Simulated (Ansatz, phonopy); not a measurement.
# How NaI (Fm-3m) expands on warming, part 3 of 5

How much does NaI expand with temperature?

What experiment has found for this phase:
- volume expansion coefficient 135 1e-6/K near room temperature (given in “Descriptors for thermal expansion in solids”, 2017, arXiv:1701.03966)

Ansatz 0.2.0; DFT LDA, scalar-relativistic, plane waves, PAW.

So far. Step 5 (Relaxing to small residual forces and stress): The residual pressure is 3.1e-5 GPa, small enough for phonons. Step 6 (Relaxing at another setting): The residual pressure is 2.6e-4 GPa, small enough for phonons.

**7. The quasi-harmonic study, cutoff 550 eV, k-mesh 8×8×8**

The study relaxes the crystal at several strains, solves the phonons on some of them and minimises the free energy at each temperature (static energy, vibrations, the electrons in a metal, and PV under a set pressure); the q-mesh sets how far the force constants reach.

input.yaml reads:

```yaml
crystal:
  lattice:
    - [0.0, 3.1298713051, 3.1298713051]
    - [3.1298713051, 0.0, 3.1298713051]
    - [3.1298713051, 3.1298713051, 0.0]
  atoms:
    - { symbol: Na, position: [0.0, 0.0, 0.0] }
    - { symbol: I, position: [0.5, 0.5, 0.5] }
kpoints:
  mp_grid: { grid: [8, 8, 8] }
hamiltonian:
  xc: lda
scf:
  occupations: { method: fixed }
output:
  eigenvalues: true
basis:
  ecutwfc: 550.0
phonons:
  method: dfpt
  qmesh: [4, 4, 4]
  temperatures: { t_max: 500.0, t_step: 25 }
  thermal_expansion: {}
```

Run with:

```sh
$ ansatz run input.yaml --threads 4 --pin off --max-ram 16384MiB --backend cpu --events-out ev --progress --plain --runs-dir out
```

Numbers of over 12 decimals in the logs are rounded to 6 here.

The log of the run:

```text
[...]
Crystal: 2 atoms, lattice volume = 61.321 Å³
Basis set: ecut = 550 eV, 1807 PW (Γ), exchange–correlation on 72×72×72 points (8 copies of the dense FFT grid, shifted against one another)
Bands: 17, of which v1, the nominal top of the filled ones, is band 13 counted from 1 (12 counted from 0)
Symmetry: 48 space group operations
[...]
k-points: 29 of 512
[...]
SCF iter   1: F=—  HF=-8825.018461 eV  |F-HF|=—  |Δ(HF+E_count)|=         —  Δρ=5.80e-3  dr2=7.87e-3  ethr=1.77e-3  ⟨swp⟩=5.1  Hψ=2230  notcnv=0  defer=53
[...]
SCF iter   8: F=-8825.012902 eV  HF=-8825.012902 eV  |F-HF|=7.28e-12  |Δ(HF+E_count)|=  8.37e-11  Δρ=7.66e-8  dr2=7.03e-12  ethr=1.00e-12  ⟨swp⟩=8.6  Hψ=2829  notcnv=0
SCF 1 converged in 8 iterations: F = -8825.012902 eV  dr2 = 7.03e-12
[...]
relax step   1: F+E_penalty+E_count = -8825.01290173 eV  Δ(F+E_penalty+E_count) = +0.000e0 eV  max|allowed force component| = 2.557e-29 eV/Å  Δτ_max = 0.0000 Å  (8 SCF iters, accepted)
SCF converged after 8 iterations
Free energy (F): -8825.012902 eV
[...]
Internal energy: -8825.012902 eV  (E = F + TS)
E sigma→0 (E₀):  -8825.012902 eV
Fermi energy:    3.750881 eV
[...]
--- Stress (GPa, compression-positive) ---
        0.000261       0.000000       0.000000
       -0.000000       0.000261      -0.000000
       -0.000000       0.000000       0.000261
  P = ⅓ Tr σ = 0.0003 GPa (0.003 kbar)
--- Band table (eV; the first three rows and the last of 29) ---
  k-point 0: bands = [... 9 lower, -7.6559, 3.7509, 3.7509, 3.7509, 7.3709, 11.5874, 11.5874, 11.5874]
  k-point 1: bands = [... 9 lower, -7.5994, 3.1816, 3.6941, 3.6941, 7.9594, 11.1996, 11.7637, 11.7637]
  k-point 2: bands = [... 9 lower, -7.4562, 2.1862, 3.5646, 3.5646, 8.6691, 11.3274, 11.6887, 11.6887]
  k-point 28: bands = [... 9 lower, -7.1232, 2.0314, 2.0314, 2.5993, 9.6248, 11.2152, 11.2152, 11.7115]
── thermal expansion: 3 new cells, 3 in all ──
thermal expansion: relaxation of cell 2
thermal expansion: relaxation of cell 3
── thermal expansion: 2 new cells, 5 in all ──
thermal expansion: relaxation of cell 4
thermal expansion: lower-state search of cell 4
thermal expansion: phonons of cell 4
thermal expansion: relaxation of cell 5
thermal expansion: phonons of cell 5
── thermal expansion: 7 new cells, 12 in all ──
thermal expansion: relaxation of cell 6
thermal expansion: relaxation of cell 7
thermal expansion: relaxation of cell 8
thermal expansion: relaxation of cell 9
thermal expansion: relaxation of cell 10
thermal expansion: relaxation of cell 11
thermal expansion: relaxation of cell 12
thermal expansion: phonons of cell 6
thermal expansion: phonons of cell 7
thermal expansion: phonons of cell 8
thermal expansion: phonons of cell 9
--- Relaxed structure (1 steps of the walk, 1 accepted, 0 SCFs on fresh bases) ---
  F+E_penalty+E_count = -8825.01290173 eV   max|allowed force component| = 2.557e-29 eV/Å
  atoms:
    - { symbol: Na, position: [0.0, 0.0, 0.0] }
    - { symbol: I, position: [0.5, 0.5, 0.5] }
--- Thermal expansion: 12 cells in 3 rounds, 0 GPa ---
  no lower state was reached at cell 4
  without vibrations: a 4.42632, b 4.42632, c 4.42632 Å, V 61.3217 Å³, B 20.77 GPa
  at 0 K: a 4.43933, b 4.43933, c 4.43933 Å, V 61.8640 Å³, B 20.21 GPa
  zero-point expansion: a +0.294, b +0.294, c +0.294, V +0.884 %
      T/K        a/Å        b/Å        c/Å       V/Å³ | expansion of a, b, c, V (1e-6/K)   | that of V in the mean from 25 °C | C_P, C_V (J/mol K of the cell) | B_T, B_S (GPa)
     0.00    4.43933    4.43933    4.43933    61.8640 |    0.00    0.00    0.00    0.00 |   97.53 |     0.000     0.000 |    20.21    20.21
    50.00    4.44108    4.44108    4.44108    61.9369 |   19.53   19.53   19.53   58.59 |  112.57 |    28.459    28.331 |    20.01    20.10
   100.00    4.44715    4.44715    4.44715    62.1913 |   32.78   32.78   32.78   98.33 |  120.82 |    42.668    41.964 |    19.45    19.78
   150.00    4.45509    4.45509    4.45509    62.5252 |   38.02   38.02   38.02  114.07 |  126.23 |    47.488    46.105 |    18.81    19.38
   200.00    4.46395    4.46395    4.46395    62.8988 |   41.24   41.24   41.24  123.72 |  130.80 |    49.841    47.738 |    18.14    18.94
   250.00    4.47347    4.47347    4.47347    63.3020 |   43.93   43.93   43.93  131.80 |  135.18 |    51.411    48.525 |    17.43    18.47
   298.15    4.48321    4.48321    4.48321    63.7168 |   46.50   46.50   46.50  139.51 |       - |    52.668    48.946 |    16.72    17.99
   325.00    4.48891    4.48891    4.48891    63.9597 |   48.01   48.01   48.01  144.04 |  142.02 |    53.338    49.105 |    16.30    17.71
   375.00    4.50003    4.50003    4.50003    64.4366 |   51.09   51.09   51.09  153.28 |  147.00 |    54.611    49.314 |    15.49    17.15
   425.00    4.51194    4.51194    4.51194    64.9494 |   54.69   54.69   54.69  164.08 |  152.50 |    56.001    49.454 |    14.63    16.56
   475.00    4.52477    4.52477    4.52477    65.5051 |   59.06   59.06   59.06  177.18 |  158.71 |    57.609    49.552 |    13.70    15.92
   500.00    4.53160    4.53160    4.53160    65.8021 |   61.64   61.64   61.64  184.92 |  162.14 |    58.535    49.590 |    13.20    15.58
  the static fit leaves 0.000 meV an atom of the energies and, of the stresses, 0.000 GPa of each cell's largest along a strain (root mean squares over the cells), whose Pulay part it has at -0.002 GPa
  vibrations' free energy: its fit leaves 0.0000 meV an atom at the most
  the electrons' free energy at temperature is not in it: every band gap is over 0.52 eV
  free energies summed between the sampled wave vectors
  estimated error of the fitted expansion in any direction: up to 0.087e-6/K, at 500 K (an estimate, not a bound: it was exceeded on models of known expansion)
  by sums over the sampled wave vectors an expansion of the volume parts by up to 0.85e-6/K
  by a static energy of one degree less an expansion of the volume parts by up to 0.58e-6/K
  band gaps on the cells' k-points are 3.305 to 3.716 eV
```

The job ended after 21 min (4 threads of Arm Neoverse V2, shared host; peak memory 1.8 GiB; 81 min of CPU time).

Numbers from this step:

| Quantity | Value |
| --- | --- |
| pressure | 2.61e-4 GPa |
| volume expansion coefficient at 298 K | 139.5 1e-6/K |
| C_P at 298 K | 26.33 J/mol-atom/K |
| entropy at 298 K | 48.99 J/mol-atom/K |
| isothermal bulk modulus at 298 K | 16.71 GPa |
| Grüneisen parameter at 298 K | 1.828 |
| volume at 298 K | 31.86 Å³/atom |
| principal linear expansion coefficients at 298 K | 46.5, 46.5, 46.5 1e-6/K |

Strained cells of the study; zero-point energy where phonons were solved; the pressures are stresses at a fixed cutoff and can carry an offset from the finite basis. Expansion cells, by row:

```
cell  |a| (Å)  |b| (Å)  |c| (Å)  V (Å³/atom)  E - E_lowest (meV/atom)  pressure, compression positive (GPa)  gap (eV)  zero-point energy (meV/atom)
   1    4.426    4.426    4.426        30.66                        0                                -0.001      3.62                             -
   2    4.462    4.462    4.462         31.4                     1.11                                 -0.47     3.547                             -
   3    4.391    4.391    4.391        29.94                    1.162                                 0.524     3.697                             -
   4    4.427    4.427    4.427        30.67                        0                                -0.007     3.619                         18.09
   5    4.449    4.449    4.449        31.13                    0.454                                -0.307     3.573                         17.57
   6    4.479    4.479    4.479        31.76                    2.383                                -0.673     3.513                         16.89
   7    4.505    4.505    4.505        32.32                     5.25                                -0.966     3.462                          16.3
   8    4.531    4.531    4.531        32.89                    9.161                                -1.233     3.414                         15.71
   9    4.557    4.557    4.557        33.47                    14.06                                -1.476     3.367                         15.13
  10    4.383    4.383    4.383        29.76                    1.797                                  0.66     3.716                             -
  11    4.405    4.405    4.405        30.21                    0.435                                 0.315     3.667                             -
  12    4.594    4.594    4.594        34.28                    22.29                                -1.774     3.305                             -
```

Quasi-harmonic; a, b, c are the run's own cell vectors. Expansion, by row:

| T (K) | a (Å) | b (Å) | c (Å) | alpha (deg) | beta (deg) | gamma (deg) | cell volume (Å³/cell) | alpha_a (1e-6/K) | alpha_b (1e-6/K) | alpha_c (1e-6/K) | alpha_V (1e-6/K) | C_P (J/mol-atom/K) | C_V (J/mol-atom/K) | S (J/mol-atom/K) | B_T (GPa) | B_S (GPa) | Grueneisen | extrapolation | fit error (1e-6/K) |
| --- | --- | --- | --- | --- | --- | --- | --- | --- | --- | --- | --- | --- | --- | --- | --- | --- | --- | --- | --- |
| 0 | 4.439 | 4.439 | 4.439 | 60 | 60 | 60 | 61.86 | 0 | 0 | 0 | 0 | 0 | 0 | 0 | 20.21 | 20.21 | - | 0 | 0 |
| 25 | 4.44 | 4.44 | 4.44 | 60 | 60 | 60 | 61.87 | 7.12 | 7.12 | 7.12 | 21.35 | 6.436 | 6.432 | 3.005 | 20.18 | 20.19 | 1.248 | 0 | 0 |
| 50 | 4.441 | 4.441 | 4.441 | 60 | 60 | 60 | 61.94 | 19.53 | 19.53 | 19.53 | 58.59 | 14.23 | 14.16 | 10.04 | 20.01 | 20.1 | 1.544 | 0 | 0.01 |
| 75 | 4.444 | 4.444 | 4.444 | 60 | 60 | 60 | 62.05 | 27.92 | 27.92 | 27.92 | 83.75 | 18.83 | 18.63 | 16.78 | 19.75 | 19.95 | 1.658 | 0 | 0.01 |
| 100 | 4.447 | 4.447 | 4.447 | 60 | 60 | 60 | 62.19 | 32.78 | 32.78 | 32.78 | 98.33 | 21.33 | 20.98 | 22.57 | 19.45 | 19.78 | 1.707 | 0 | 0.02 |
| 125 | 4.451 | 4.451 | 4.451 | 60 | 60 | 60 | 62.35 | 35.84 | 35.84 | 35.84 | 107.5 | 22.8 | 22.28 | 27.5 | 19.14 | 19.58 | 1.734 | 0 | 0.02 |
| 150 | 4.455 | 4.455 | 4.455 | 60 | 60 | 60 | 62.53 | 38.02 | 38.02 | 38.02 | 114.1 | 23.74 | 23.05 | 31.75 | 18.81 | 19.38 | 1.753 | 0 | 0.02 |
| 175 | 4.459 | 4.459 | 4.459 | 60 | 60 | 60 | 62.71 | 39.75 | 39.75 | 39.75 | 119.2 | 24.41 | 23.54 | 35.46 | 18.48 | 19.16 | 1.767 | 0 | 0.03 |
| 200 | 4.464 | 4.464 | 4.464 | 60 | 60 | 60 | 62.9 | 41.24 | 41.24 | 41.24 | 123.7 | 24.92 | 23.87 | 38.76 | 18.14 | 18.94 | 1.781 | 0 | 0.03 |
| 225 | 4.469 | 4.469 | 4.469 | 60 | 60 | 60 | 63.1 | 42.61 | 42.61 | 42.61 | 127.8 | 25.34 | 24.1 | 41.72 | 17.79 | 18.71 | 1.793 | 0 | 0.04 |
| 250 | 4.473 | 4.473 | 4.473 | 60 | 60 | 60 | 63.3 | 43.93 | 43.93 | 43.93 | 131.8 | 25.7 | 24.26 | 44.4 | 17.43 | 18.47 | 1.805 | 0 | 0.04 |
| 275 | 4.478 | 4.478 | 4.478 | 60 | 60 | 60 | 63.51 | 45.25 | 45.25 | 45.25 | 135.8 | 26.04 | 24.39 | 46.87 | 17.06 | 18.22 | 1.817 | 0 | 0.05 |
| 298.1 | 4.483 | 4.483 | 4.483 | 60 | 60 | 60 | 63.72 | 46.5 | 46.5 | 46.5 | 139.5 | 26.33 | 24.47 | 48.99 | 16.72 | 17.99 | 1.828 | 0 | 0.05 |
| 300 | 4.484 | 4.484 | 4.484 | 60 | 60 | 60 | 63.73 | 46.6 | 46.6 | 46.6 | 139.8 | 26.36 | 24.48 | 49.15 | 16.69 | 17.97 | 1.829 | 0 | 0.05 |
| 325 | 4.489 | 4.489 | 4.489 | 60 | 60 | 60 | 63.96 | 48.01 | 48.01 | 48.01 | 144 | 26.67 | 24.55 | 51.27 | 16.3 | 17.71 | 1.842 | 0 | 0.05 |
| 350 | 4.494 | 4.494 | 4.494 | 60 | 60 | 60 | 64.19 | 49.5 | 49.5 | 49.5 | 148.5 | 26.98 | 24.61 | 53.26 | 15.9 | 17.43 | 1.855 | 0 | 0.06 |
| 375 | 4.5 | 4.5 | 4.5 | 60 | 60 | 60 | 64.44 | 51.09 | 51.09 | 51.09 | 153.3 | 27.3 | 24.66 | 55.13 | 15.49 | 17.15 | 1.868 | 0 | 0.06 |
| 400 | 4.506 | 4.506 | 4.506 | 60 | 60 | 60 | 64.69 | 52.82 | 52.82 | 52.82 | 158.4 | 27.64 | 24.7 | 56.9 | 15.07 | 16.86 | 1.883 | 0 | 0.07 |
| 425 | 4.512 | 4.512 | 4.512 | 60 | 60 | 60 | 64.95 | 54.69 | 54.69 | 54.69 | 164.1 | 28 | 24.73 | 58.59 | 14.63 | 16.56 | 1.898 | 0 | 0.07 |
| 450 | 4.518 | 4.518 | 4.518 | 60 | 60 | 60 | 65.22 | 56.76 | 56.76 | 56.76 | 170.3 | 28.39 | 24.75 | 60.2 | 14.17 | 16.25 | 1.915 | 0 | 0.07 |
| 475 | 4.525 | 4.525 | 4.525 | 60 | 60 | 60 | 65.51 | 59.06 | 59.06 | 59.06 | 177.2 | 28.8 | 24.78 | 61.75 | 13.7 | 15.92 | 1.932 | 0 | 0.07 |
| 500 | 4.532 | 4.532 | 4.532 | 60 | 60 | 60 | 65.8 | 61.64 | 61.64 | 61.64 | 184.9 | 29.27 | 24.8 | 63.24 | 13.2 | 15.58 | 1.951 | 0 | 0.09 |

Table of expansion coefficient by temperature; values in 1e-6/K:

```csv
temperature (K),volume,principal 1
0,0,0
25,21.4,7.12
50,58.6,19.5
75,83.8,27.9
100,98.3,32.8
125,108,35.8
150,114,38.0
175,119,39.8
200,124,41.2
225,128,42.6
250,132,43.9
275,136,45.2
298,140,46.5
300,140,46.6
325,144,48.0
350,148,49.5
375,153,51.1
400,158,52.8
425,164,54.7
450,170,56.8
475,177,59.1
500,185,61.6
```

At 298 K the volume expansion is 140 × 10⁻⁶/K and B_T is 16.7 GPa.

**8. Quasi-harmonic fit by phonopy**

This step: DFT LDA, scalar-relativistic, plane waves, PAW (phonopy 4.10.0).

This step gave:

```
volume expansion coefficient at 300 K : 140.0 1e-6/K
isothermal bulk modulus at 300 K      : 16.67 GPa
C_P at 300 K                          : 26.38 J/mol-atom/K
Grüneisen parameter at 300 K          : 1.829
```

Table of energy (each curve on its own zero) by volume; values in meV/atom:

| volume (Å³/atom) | static | F at 0 K | F at 300 K | F at 500 K |
| --- | --- | --- | --- | --- |
| 30.67 | 0 | 1.47 | 6.24 | 10.3 |
| 31.13 | 0.45 | 1.41 | 4.62 | 7.31 |
| 31.76 | 2.38 | 2.66 | 3.71 | 4.57 |
| 32.32 | 5.25 | 4.93 | 4.02 | 3.23 |
| 32.89 | 9.16 | 8.26 | 5.28 | 2.78 |
| 33.47 | 14.1 | 12.6 | 7.44 | 3.16 |

Phonopy-qha, vinet fit of F(V) at each temperature. Qha vinet, by row:

```
T (K)  fitted volume (Å³/atom)  alpha_V (1e-6/K)  B_T (GPa)  C_P (J/mol-atom/K)  Grueneisen
   75                    31.02             81.98      19.75               18.81       1.624
  100                     31.1              97.4      19.46               21.39       1.692
  125                    31.18               107      19.15               22.87       1.727
  150                    31.26             113.8      18.82               23.81       1.748
  175                    31.35               119      18.49               24.47       1.765
  200                    31.45             123.6      18.14               24.97       1.779
  225                    31.55             127.8      17.79               25.38       1.792
  250                    31.65             131.8      17.42               25.74       1.804
  275                    31.76             135.8      17.05               26.07       1.816
  300                    31.87               140      16.67               26.38       1.829
  325                    31.98             144.3      16.27                26.7       1.842
  350                     32.1             148.8      15.87               27.01       1.856
  375                    32.22             153.7      15.46               27.33        1.87
  400                    32.34             158.9      15.04               27.67       1.885
  425                    32.48             164.5      14.61               28.02         1.9
  450                    32.61             170.6      14.17               28.41       1.917
  475                    32.75             177.2      13.71               28.82       1.935
```

The volume expansion coefficient by temperature; values in 1e-6/K:

```csv
temperature (K),"phonopy-qha, Vinet",Ansatz's own study
75,82.0,83.8
100,97.4,98.3
125,107,108
150,114,114
175,119,119
200,124,124
225,128,128
250,132,132
275,136,136
300,140,140
325,144,144
350,149,148
375,154,153
400,159,158
425,164,164
450,171,170
475,177,177
```

The fit gives a volume expansion of 140 × 10⁻⁶/K at 300 K, against 140 at 298 K from the study itself, whose static fit uses more cells.

(Part 3 of 5 ends here.)

[Logs are printed without paths, hosts, clocks, repeated set-up lines and the standing remarks that a program may print on its own settings, such as how far it seeks lower states.]

[Hosts, paths, dates, database ids (printed as entryN), source tags and the programs' standing remarks are cut or masked in the printed files.]

[A step with changed settings may run another functional than the one named; its input shows which.]
